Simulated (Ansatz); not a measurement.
Consider LiMnF4 (C2/m).

```xyz
6
Lattice="3.1205 2.3180 -2.3229 -3.1205 2.3180 -2.3229 0.0000 2.0786 2.3251" Properties=species:S:1:pos:R:3 pbc="T T T"
Li    0.0000    2.3180   -2.3229
Mn    0.0000    1.0393    1.1626
F    -1.2916    3.3573   -1.1603
F     1.2916    3.3573   -1.1603
F     0.0000    2.9156    1.3393
F     0.0000    3.7991   -3.6600
```

The cell and positions are those that the Materials Project relaxed with its own functionals (PBE, PBE+U or r2SCAN), kept fixed. The program's search for lower electronic states was switched off, so nothing shows that the state found is the lowest. PAW set soft_2, made with PBE.

A constrained-RPA run (Ansatz 0.2.0; non-magnetic LDA; Mn d, bands v2 to c3, 4×4×6 mesh, medium accuracy) builds 5 functions on bands 2.6 eV wide, with 4.0 electrons in the window. The bare on-site interaction is 19.7 eV and the bare J 0.65 eV.

Question: What U and J survive the screening?

On the Mn d shell, U = 6.20 eV (31 % of the bare value), U′ = 5.13 eV, J = 0.52 eV.

The parent state is non-magnetic and the interaction static (zero frequency); U depends on the window and the orbitals, so it belongs to this model alone.

[Paths, hosts, dates, memory and timing lines, banners, echoed tables and standing remarks are left out of the program output.]

[Logs are printed without paths, hosts, clocks, repeated set-up lines and the standing remarks that a program may print on its own settings, such as how far it seeks lower states.]

[Runs of the session that timed out or met a known fault of the program may be left out.]

[Hosts, paths, dates, database ids (printed as entryN), source tags and the programs' standing remarks are cut or masked in the printed files.]
